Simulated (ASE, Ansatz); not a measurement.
## Twisted 1T-PtSe2 bilayer, 87.80° (78 atoms): support functions against a reference

Wanted: errors and times of a linear-scaling basis for twisted 1T-PtSe2 bilayer, 87.80° (78 atoms). A setting counts as converged where the r.m.s. difference of forces stays under 1 % of the r.m.s. force.

Main program and level: Ansatz 0.2.0; Kohn-Sham DFT, PBE+D4, PAW (set soft_2, large core), plane waves.

## 1. The structure

The cell holds 78 atoms: 26 Pt and 52 Se. Its edges and angles: a = 13.449 Å, b = 13.449 Å, c = 22.440 Å, α = 90.0°, β = 90.0°, γ = 120.0°. It derives from PtSe2 (1T-PtSe2). 1T-PtSe2 (a = 3.73 Å) under 1T-PtSe2 (a = 3.73 Å), bilayer, commensurate cell of 13 unit cells a layer, twist 87.80 deg; facing planes 3.24 Å apart; 14 Å of vacuum; layers as built, displaced by a Gaussian of 0.01 Å. Regions: layer 1, 39 atoms (13 Pt and 26 Se); layer 2, 39 atoms (13 Pt and 26 Se). Vacuum lies along c.

Limits known from the start: Beside vacuum, support functions can miss their usual error bounds without a warning. Sampling is at Γ alone, for a cell whose shortest periodic width is 12 Å. The levels lack spin–orbit coupling, which is large for the heavy elements here.

## 2. Plane-wave single point

This run is the reference for what follows, at a cutoff of 420 eV.

The input, input.yaml:

```yaml
crystal:
  lattice:
    - [13.4487, 0.0, 0.0]
    - [-6.72435, 11.64692, 0.0]
    - [0.0, 0.0, 22.44]
  atoms:
    - { symbol: Pt, position: [0.9997, 0.0014, 0.3697] }
    - { symbol: Se, position: [0.12711, 0.17868, 0.42821] }
    - { symbol: Se, position: [0.18034, 0.05216, 0.3127] }
    - { symbol: Pt, position: [0.07639, 0.30781, 0.36946] }
    - { symbol: Se, position: [0.20432, 0.48675, 0.42748] }
    - { symbol: Se, position: [0.25617, 0.35991, 0.31271] }
    - { symbol: Pt, position: [0.15277, 0.61397, 0.36911] }
    - { symbol: Se, position: [0.28185, 0.79495, 0.42747] }
    - { symbol: Se, position: [0.33342, 0.66579, 0.31171] }
    - { symbol: Pt, position: [0.23048, 0.92396, 0.36913] }
    - { symbol: Se, position: [0.35957, 0.10398, 0.4274] }
    - { symbol: Se, position: [0.40903, 0.97454, 0.31158] }
    - { symbol: Pt, position: [0.30679, 0.2305, 0.36952] }
    - { symbol: Se, position: [0.43723, 0.40965, 0.42809] }
    - { symbol: Se, position: [0.48729, 0.28221, 0.31282] }
    - { symbol: Pt, position: [0.3862, 0.53953, 0.37045] }
    - { symbol: Se, position: [0.51311, 0.71804, 0.42758] }
    - { symbol: Se, position: [0.56556, 0.59142, 0.31128] }
    - { symbol: Pt, position: [0.46107, 0.84593, 0.36987] }
    - { symbol: Se, position: [0.58929, 0.02539, 0.42791] }
    - { symbol: Se, position: [0.64102, 0.89844, 0.31232] }
    - { symbol: Pt, position: [0.53841, 0.15474, 0.37012] }
    - { symbol: Se, position: [0.66698, 0.33314, 0.42751] }
    - { symbol: Se, position: [0.71727, 0.20525, 0.31164] }
    - { symbol: Pt, position: [0.61528, 0.46135, 0.36985] }
    - { symbol: Se, position: [0.7443, 0.64143, 0.4284] }
    - { symbol: Se, position: [0.79435, 0.5111, 0.31235] }
    - { symbol: Pt, position: [0.69205, 0.77006, 0.37081] }
    - { symbol: Se, position: [0.82144, 0.94886, 0.42793] }
    - { symbol: Se, position: [0.87371, 0.82145, 0.31215] }
    - { symbol: Pt, position: [0.7692, 0.07657, 0.36941] }
    - { symbol: Se, position: [0.89785, 0.25647, 0.42852] }
    - { symbol: Se, position: [0.94923, 0.12808, 0.31137] }
    - { symbol: Pt, position: [0.84693, 0.38358, 0.36987] }
    - { symbol: Se, position: [0.97449, 0.56317, 0.4275] }
    - { symbol: Se, position: [0.02729, 0.43684, 0.31158] }
    - { symbol: Pt, position: [0.92224, 0.69141, 0.36941] }
    - { symbol: Se, position: [0.0508, 0.87181, 0.42786] }
    - { symbol: Se, position: [0.10249, 0.74272, 0.31186] }
    - { symbol: Pt, position: [0.07732, 0.76935, 0.6308] }
    - { symbol: Se, position: [0.25763, 0.89822, 0.68821] }
    - { symbol: Se, position: [0.20491, 0.71883, 0.57243] }
    - { symbol: Pt, position: [0.15267, 0.53729, 0.62987] }
    - { symbol: Se, position: [0.33407, 0.6674, 0.68814] }
    - { symbol: Se, position: [0.28169, 0.48667, 0.57177] }
    - { symbol: Pt, position: [0.38422, 0.84501, 0.63] }
    - { symbol: Se, position: [0.56596, 0.97502, 0.68872] }
    - { symbol: Se, position: [0.51242, 0.79479, 0.57244] }
    - { symbol: Pt, position: [0.99929, 0.9993, 0.63136] }
    - { symbol: Se, position: [0.17874, 0.12726, 0.68763] }
    - { symbol: Se, position: [0.12741, 0.94891, 0.5726] }
    - { symbol: Pt, position: [0.22982, 0.30606, 0.62986] }
    - { symbol: Se, position: [0.41044, 0.43631, 0.6877] }
    - { symbol: Se, position: [0.35957, 0.2576, 0.57205] }
    - { symbol: Pt, position: [0.46268, 0.6157, 0.63022] }
    - { symbol: Se, position: [0.64177, 0.74445, 0.68756] }
    - { symbol: Se, position: [0.5906, 0.56448, 0.57189] }
    - { symbol: Pt, position: [0.69264, 0.9246, 0.6307] }
    - { symbol: Se, position: [0.87277, 0.05233, 0.6883] }
    - { symbol: Se, position: [0.82135, 0.87299, 0.57186] }
    - { symbol: Pt, position: [0.3071, 0.07722, 0.63037] }
    - { symbol: Se, position: [0.48506, 0.20417, 0.68842] }
    - { symbol: Se, position: [0.43572, 0.02589, 0.57251] }
    - { symbol: Pt, position: [0.53756, 0.38465, 0.63032] }
    - { symbol: Se, position: [0.71731, 0.51193, 0.68772] }
    - { symbol: Se, position: [0.66702, 0.33271, 0.57182] }
    - { symbol: Pt, position: [0.77016, 0.69281, 0.63029] }
    - { symbol: Se, position: [0.94946, 0.82154, 0.68781] }
    - { symbol: Se, position: [0.89668, 0.64002, 0.57303] }
    - { symbol: Pt, position: [0.61634, 0.15531, 0.62972] }
    - { symbol: Se, position: [0.79379, 0.28148, 0.6886] }
    - { symbol: Se, position: [0.7434, 0.10328, 0.57161] }
    - { symbol: Pt, position: [0.84516, 0.46202, 0.629] }
    - { symbol: Se, position: [0.0259, 0.58938, 0.6876] }
    - { symbol: Se, position: [0.97648, 0.41106, 0.57236] }
    - { symbol: Pt, position: [0.92417, 0.23167, 0.63001] }
    - { symbol: Se, position: [0.10272, 0.35826, 0.68889] }
    - { symbol: Se, position: [0.05165, 0.17936, 0.57226] }
kpoints:
  mp_grid: { grid: [1, 1, 1] }
hamiltonian:
  xc: pbe
  dispersion: d4
  pseudopotentials: { kind: paw, core: large }
scf:
  occupations: { method: fermi_dirac, width: 0.025 }
output:
  forces: true
  populations: true
  dos:
    method: { smearing: { sigma: 0.1 } }
    de: 0.1
    projected:
      site_lists:
        Pt: [Pt]
        Se: [Se]
        layer_1: [0, 1, 2, 3, 4, 5, 6, 7, 8, 9, 10, 11, 12, 13, 14, 15, 16, 17, 18, 19, 20, 21, 22, 23, 24, 25, 26, 27, 28, 29, 30, 31, 32, 33, 34, 35, 36, 37, 38]
        layer_2: [39, 40, 41, 42, 43, 44, 45, 46, 47, 48, 49, 50, 51, 52, 53, 54, 55, 56, 57, 58, 59, 60, 61, 62, 63, 64, 65, 66, 67, 68, 69, 70, 71, 72, 73, 74, 75, 76, 77]
  eigenvalues: true
  write_density: true
  write_potential: true
  volumetric_format: npy
```

Launch:

```bash
ansatz run input.yaml --threads 8 --pin off --max-ram 15872MiB --backend cpu --events-out ev --progress --plain --runs-dir out
```

What it wrote:

```text
Engine: ansatz 0.2.0, aarch64-unknown-linux-gnu
Pseudopotentials: kind: paw
Pseudopotential: Pt, paw, valence charge 18, recommended cutoff 420 eV (normal), Pt.paw.azcp
Pseudopotential: Se, paw, valence charge 6, recommended cutoff 420 eV (normal), Se.paw.azcp#standard-large-core
[... 5 lines on functional and potentials left out ...]
Crystal: 78 atoms, lattice volume = 3514.910 Å³
Basis set: ecut = 420 eV, 68787 PW (Γ), exchange–correlation on 180×180×300 points (8 copies of the dense FFT grid, shifted against one another)
Bands: 468, of which v1, the nominal top of the filled ones, is band 390 counted from 1 (389 counted from 0)
Symmetry: 1 space group operations
Space group: P1 (ITA 1), of the structure as read, at distance tolerance 1.5e-4 Å
k-points: 1
[... 5 lines on functional and potentials left out ...]
Initial density: superposition of atomic densities (neutral atoms: chi_scale 0, normalization atom)
Initial wavefunctions: pseudopotential atomic-orbital guess
Functional: x = pbe(κ = 0.804, μ = 0.219515), c = pbe(β = 0.066725)
SCF iter   1: F=—  HF=-459746.451433 eV  |F-HF|=—  |Δ(HF+E_count)|=         —  Δρ=5.73e-2  dr2=1.20e2  ethr=3.10e-3  ⟨swp⟩=9.0  Hψ=2477  notcnv=0  defer=12
preconditioner: auto → Resta (q_TF=auto, 2.123 Å⁻¹)  ε∞=4.5  [insulator: Δε(μ)=1.427 eV  Ē_g=7.996 eV  σ=0.025 eV  W_gap=1.00  n_scr=572 (ndim 8)  ℏωp=15.0 eV  f_vac=0.474  D(μ)=0.00/eV (n_scr^D=0)  ε∞_Penn≈4.5  vacuum switching on, ρ_ref=4.6e-3 e/Å³]
SCF iter   2: F=—  HF=-459730.565012 eV  |F-HF|=—  |Δ(HF+E_count)|=    1.59e1  Δρ=2.29e-2  dr2=2.99e1  ethr=3.10e-3  ⟨swp⟩=5.0  Hψ=1311  notcnv=0  defer=72
SCF iter   3: F=—  HF=-459725.640981 eV  |F-HF|=—  |Δ(HF+E_count)|=    4.92e0  Δρ=1.20e-2  dr2=2.34e0  ethr=3.10e-3  ⟨swp⟩=3.0  Hψ=691  notcnv=0  defer=53
SCF iter   4: F=—  HF=-459725.565783 eV  |F-HF|=—  |Δ(HF+E_count)|=   7.52e-2  Δρ=3.13e-3  dr2=5.47e-1  ethr=3.00e-4  ⟨swp⟩=4.0  Hψ=1044  notcnv=0  defer=53
SCF iter   5: F=—  HF=-459725.495444 eV  |F-HF|=—  |Δ(HF+E_count)|=   7.03e-2  Δρ=8.26e-4  dr2=1.23e-1  ethr=7.02e-5  ⟨swp⟩=5.0  Hψ=702  notcnv=0  defer=53
SCF iter   6: F=—  HF=-459725.493208 eV  |F-HF|=—  |Δ(HF+E_count)|=   2.24e-3  Δρ=8.25e-4  dr2=4.89e-2  ethr=1.57e-5  ⟨swp⟩=4.0  Hψ=686  notcnv=0  defer=53
SCF iter   7: F=—  HF=-459725.488194 eV  |F-HF|=—  |Δ(HF+E_count)|=   5.01e-3  Δρ=3.39e-4  dr2=7.76e-3  ethr=6.27e-6  ⟨swp⟩=2.0  Hψ=630  notcnv=0  defer=53
SCF iter   8: F=—  HF=-459725.487466 eV  |F-HF|=—  |Δ(HF+E_count)|=   7.28e-4  Δρ=7.66e-5  dr2=4.31e-4  ethr=9.95e-7  ⟨swp⟩=2.0  Hψ=752  notcnv=0  defer=53
SCF iter   9: F=—  HF=-459725.487630 eV  |F-HF|=—  |Δ(HF+E_count)|=   1.64e-4  Δρ=3.79e-5  dr2=1.26e-4  ethr=5.53e-8  ⟨swp⟩=3.0  Hψ=879  notcnv=0  defer=53
SCF iter  10: F=—  HF=-459725.487483 eV  |F-HF|=—  |Δ(HF+E_count)|=   1.47e-4  Δρ=1.66e-5  dr2=1.75e-5  ethr=1.62e-8  ⟨swp⟩=3.0  Hψ=637  notcnv=0  defer=53
SCF iter  11: F=—  HF=-459725.487983 eV  |F-HF|=—  |Δ(HF+E_count)|=   5.00e-4  Δρ=6.40e-6  dr2=4.33e-6  ethr=2.24e-9  ⟨swp⟩=3.0  Hψ=852  notcnv=0  defer=53
SCF iter  12: F=—  HF=-459725.487984 eV  |F-HF|=—  |Δ(HF+E_count)|=   1.51e-6  Δρ=3.19e-6  dr2=1.34e-6  ethr=5.56e-10  ⟨swp⟩=2.0  Hψ=701  notcnv=0  defer=53
SCF iter  13: F=—  HF=-459725.487985 eV  |F-HF|=—  |Δ(HF+E_count)|=   3.06e-7  Δρ=1.54e-6  dr2=1.84e-7  ethr=1.72e-10  ⟨swp⟩=2.0  Hψ=647  notcnv=0  defer=53
SCF iter  14: F=-459725.487985 eV  HF=-459725.487985 eV  |F-HF|=1.92e-9  |Δ(HF+E_count)|=   8.54e-8  Δρ=7.74e-7  dr2=5.32e-8  ethr=1.28e-11  ⟨swp⟩=25.0  Hψ=4572  notcnv=0
SCF 1 converged in 14 iterations: F = -459725.487985 eV  dr2 = 5.32e-8
  greatest PAW one-centre occupation: 1.000 electrons in one spin orbital (limit 2), on the Pt atom at site 48 (counted from 0), in its partial waves of l = 0
WARN: The output density's exchange-correlation potential varies sharply where the density is thin. Do not read a vacuum level from v_tot or v_xc, or from such a field of the output density. On a cell that repeats whose density bears no net charge and no dipole along the vacuum's axis use v_es (v_loc + v_h of the components); [...]
SCF converged after 14 iterations
Free energy (F): -459725.487985 eV
Harris-Foulkes:  -459725.487985 eV  (|F-HF|=1.92e-9)
Internal energy: -459725.487985 eV  (E = F + TS)
E sigma→0 (E₀):  -459725.487985 eV
Fermi energy:    2.260282 eV
--- Per-component energies (eV) ---
  E_band       = -14839.250730
  E_kinetic    = 21785.232052
  E_local      = -453481.147151  (includes V_loc(G=0)·N_el)
  E_nonlocal   = 7955.244758
  E_hartree    = 214481.946423
  E_xc         = -16687.291063
  E_vxc        = -12096.664205  (∫ρ·V_xc dr)
  E_paw        = -360451.598841  (= ΣΔE_a)
  E_vpaw       = -7965.812557  (= ΣTr[D̂ρ^β])
  E_aug_tail   = 0.005438  (compensation charges beyond the density's cutoff)
  E_ewald      = 126702.012204
  E_disp       = -29.891806  (pairwise vdW)
  E_smearing   = -0.000000  (= −TS)
  E_closure    = -0.000000  (closes the sum)
  Σ components = -459725.487985   (vs F -459725.487985, Δ=0.00e0)
--- Forces (eV/Å), atoms counted from 1 ---
  atom   1  Pt     0.30393335    -0.26794916     0.17284293
  atom   2  Se     0.09567510     0.18122844     0.08733787
  atom   3  Se    -0.20276921    -0.02192860    -0.44795766
  atom   4  Pt     0.09843900    -0.05580274     0.26525111
  atom   5  Se     0.02041661     0.03740222     0.20887578
  atom   6  Se     0.08142980    -0.00471001    -0.31799728
  atom   7  Pt     0.17365419     0.32809948     0.27922113
  atom   8  Se    -0.05233115     0.00055332     0.11184140
  atom   9  Se     0.01166275     0.05708318    -0.13316697
  atom  10  Pt     0.10265048    -0.19193040     0.39864885
  atom  11  Se    -0.10239251    -0.13338752     0.34599770
  atom  12  Se     0.15655187     0.01723493    -0.10868549
  atom  13  Pt     0.08480285     0.19020411     0.30568233
  atom  14  Se    -0.21192382     0.07016969     0.24778615
[...]
atom  77  Se    -0.00047616     0.01511312     0.01554535
  atom  78  Se    -0.19242767    -0.10394486    -0.15781725
  max |Σ_I F_I| component: 9.88e-6 eV/Å
--- Band table (eV) ---
  k-point 0: bands = ["-96.9446", "-96.9332", "-96.9259", "-96.9143", [... 452 levels ...], "7.1449", "7.1594", "7.1954", "7.2062", "7.2250", "7.2330", "7.2438", "7.2518", "7.2644", "7.2726", "7.2757", "7.3161"]
--- Löwdin populations: 78 sites ---
  site symbol       q [e]
     0     Pt     17.3722
     1     Se      6.1988
     2     Se      6.1918
[...]
77     Se      6.1926
  spilling = 0.007454 (of n_electrons = 780.000000)
```

The job ended after 41 s (8 threads of Arm Neoverse V2, shared host; peak memory 4.4 GiB; 5.3 min of CPU time).

The column dr2 measures how far the density is from self-consistency, as an energy; F and HF (Harris–Foulkes) agree once it is small.

The program notes that potentials were chosen by core size and the exchange-correlation potential is rough where the density is thin.

The run gave:

```yaml
free_energy: -459725.4880 eV
free_energy_per_atom: -5893.9165 eV/atom
scf_cycles: 14
r_m_s_force_component: 0.1793 eV/Å
longest_force: 0.5909 eV/Å
fermi_energy: 2.26 eV
spacing_of_highest_filled_and_lowest_empty_level: 1.185 eV
potential_in_mid_vacuum_over_the_fermi_level: 4.952 eV
potential_4p5_a_over_the_upper_face: 4.952 eV
potential_4p5_a_under_the_lower_face: 4.952 eV
spilling_of_the_projection: 0.007454
```

The r.m.s. force component of 0.18 eV/Å sets the scale for the differences below.

## 3. Support functions low

The cell is solved in localised support functions.

This step: Kohn-Sham DFT, PBE+D4, PAW (set soft_2, large core), localised support functions (low) (Ansatz 0.2.0).

input.yaml, the sections that differ from step 2:

```yaml
scf:
  occupations: { method: fermi_dirac, width: 0.025 }
  eigensolver: { kind: { support_functions: { accuracy: low } } }
  mixing: { beta: 0.2 }
  max_iter: 150
output:
  forces: true
  eigenvalues: true
# crystal, kpoints, hamiltonian: as in step 2
```

What it wrote:

```text
Warning: scf.eigensolver.kind.support_functions: disabling space-group detection — the functions' gradient is summed over unrotated k-points, so no spatial operation reduces the k-mesh or symmetrises the density; time reversal is kept, so that k and −k are solved as one point where they differ and the mesh holds both, and exact exchange and, on two spinor components, a DFT+U term hold to it where the run has them: [...]
settings of this run that can trade accuracy for cost: scf.eigensolver.kind.support_functions; scf.eigensolver.kind.support_functions.accuracy: low [...]
[...]
Crystal: 78 atoms, lattice volume = 3514.910 Å³
Basis set: ecut = 420 eV, 68787 PW (Γ), exchange–correlation on 180×180×300 points (8 copies of the dense FFT grid, shifted against one another)
Bands: 468, of which v1, the nominal top of the filled ones, is band 390 counted from 1 (389 counted from 0)
Symmetry: 1 space group operations
k-points: 1
[...]
SCF iter   1: F=—  HF=-459687.051447 eV  |F-HF|=—  |Δ(HF+E_count)|=         —  Δρ=5.77e-2  dr2=1.29e2  ethr=1.00e-1
[...]
SCF iter  15: F=—  HF=-459725.542418 eV  |F-HF|=—  |Δ(HF+E_count)|=   3.81e-3  Δρ=2.31e-5  dr2=2.48e-5  ethr=8.58e-9  κ⁻¹=5.8e-5(r=7)
SCF iter  16: F=-459725.545715 eV  HF=-459725.545706 eV  |F-HF|=9.42e-6  |Δ(HF+E_count)|=   3.29e-3  Δρ=1.35e-5  dr2=4.48e-6  ethr=3.18e-9
SCF 1 converged in 16 iterations: F = -459725.606129 eV  dr2 = 4.48e-6
[...]
SCF converged after 16 iterations
Stability not checked: this state was not tested for a lower state beside it, because the mixer in use, unlike msr1, does not test its closes by its own steps (another_mixer; see scf.mixing.algorithm and scf.lower_state_search)
Free energy (F): -459725.606129 eV
[...]
Internal energy: -459725.606129 eV  (E = F + TS)
E sigma→0 (E₀):  -459725.606129 eV
Fermi energy:    2.260628 eV
[...]
Σ components = -459725.606129   (vs F -459725.606129, Δ=0.00e0)
--- Forces (eV/Å), atoms counted from 1 ---
  atom   1  Pt     0.30411791    -0.26864213     0.17236431
  atom   2  Se     0.09581251     0.18190683     0.08389725
  atom   3  Se    -0.20303704    -0.02171481    -0.44575591
  atom   4  Pt     0.09807717    -0.05592277     0.26446356
[...]
atom  78  Se    -0.19215792    -0.10512138    -0.15309828
  max |Σ_I F_I| component: 4.52e-3 eV/Å
--- Band table (eV) ---
[...]
```

Run time: 1.7 min. Hardware: 8 threads; peak memory 5.3 GiB.

The program notes that the band table was not solved further than the SCF left it and it switched symmetry off.

Keys that differ from the reference: support_functions.accuracy = "low", scf.max_iter = 150 and scf.mixing.beta = 0.2.

Forces differ from the reference by 1.5 meV/Å r.m.s., 0.85 % of their size, within a tolerance of 1 %; the energy by -1.5 meV/atom. It took roughly 2.5 times the reference's time (one timing each, with unlike analyses asked), in 16 cycles against 14.

## 4. Support functions medium

The cell is solved in localised support functions.

This step: Kohn-Sham DFT, PBE+D4, PAW (set soft_2, large core), localised support functions (medium) (Ansatz 0.2.0).

input.yaml: that of step 3 with these lines changed.

```diff
@@ -15,3 +15,3 @@
   occupations: { method: fermi_dirac, width: 0.025 }
-  eigensolver: { kind: { support_functions: { accuracy: low } } }
+  eigensolver: { kind: { support_functions: { accuracy: medium } } }
   mixing: { beta: 0.2 }
```

What it wrote:

```text
[...]
Crystal: 78 atoms, lattice volume = 3514.910 Å³
Basis set: ecut = 420 eV, 68787 PW (Γ), exchange–correlation on 180×180×300 points (8 copies of the dense FFT grid, shifted against one another)
Bands: 468, of which v1, the nominal top of the filled ones, is band 390 counted from 1 (389 counted from 0)
Symmetry: 1 space group operations
k-points: 1
[...]
SCF iter   1: F=—  HF=-459687.002906 eV  |F-HF|=—  |Δ(HF+E_count)|=         —  Δρ=5.77e-2  dr2=1.29e2  ethr=1.00e-1
[...]
SCF iter  18: F=—  HF=-459725.553627 eV  |F-HF|=—  |Δ(HF+E_count)|=   4.73e-6  Δρ=6.23e-6  dr2=1.99e-6  ethr=6.32e-10  κ⁻¹=7.4e-5(r=7)
SCF iter  19: F=-459725.553628 eV  HF=-459725.553628 eV  |F-HF|=7.76e-8  |Δ(HF+E_count)|=   8.02e-7  Δρ=4.93e-6  dr2=8.55e-7  ethr=2.55e-10
SCF 1 converged in 19 iterations: F = -459725.606476 eV  dr2 = 8.55e-7
[...]
SCF converged after 19 iterations
[...]
Free energy (F): -459725.606476 eV
[...]
Internal energy: -459725.606476 eV  (E = F + TS)
E sigma→0 (E₀):  -459725.606476 eV
Fermi energy:    2.260419 eV
[...]
Σ components = -459725.606476   (vs F -459725.606476, Δ=0.00e0)
--- Forces (eV/Å), atoms counted from 1 ---
  atom   1  Pt     0.30433180    -0.26864323     0.17256952
  atom   2  Se     0.09567169     0.18163489     0.08400069
  atom   3  Se    -0.20285205    -0.02197255    -0.44627470
  atom   4  Pt     0.09805017    -0.05581902     0.26440605
[...]
atom  78  Se    -0.19232630    -0.10461979    -0.15350714
  max |Σ_I F_I| component: 3.56e-3 eV/Å
--- Band table (eV) ---
[...]
```

It took 2 min on 8 threads; peak memory 5.4 GiB; 16 min of CPU time.

Keys that differ from the reference: support_functions.accuracy = "medium", scf.max_iter = 150 and scf.mixing.beta = 0.2.

Forces differ from the reference by 1.4 meV/Å r.m.s., 0.78 % of their size, within a tolerance of 1 %; the energy by -1.5 meV/atom. It took roughly 2.9 times the reference's time (one timing each, with unlike analyses asked), in 19 cycles against 14.

(Continued in part 2 of 3.)

[Long decimals in the printed logs are rounded to 6 places.]

[Logs are printed without paths, hosts, clocks, repeated set-up lines and the standing remarks that a program may print on its own settings, such as how far it seeks lower states.]

[Hosts, paths, dates, database ids (printed as entryN), source tags and the programs' standing remarks are cut or masked in the printed files.]
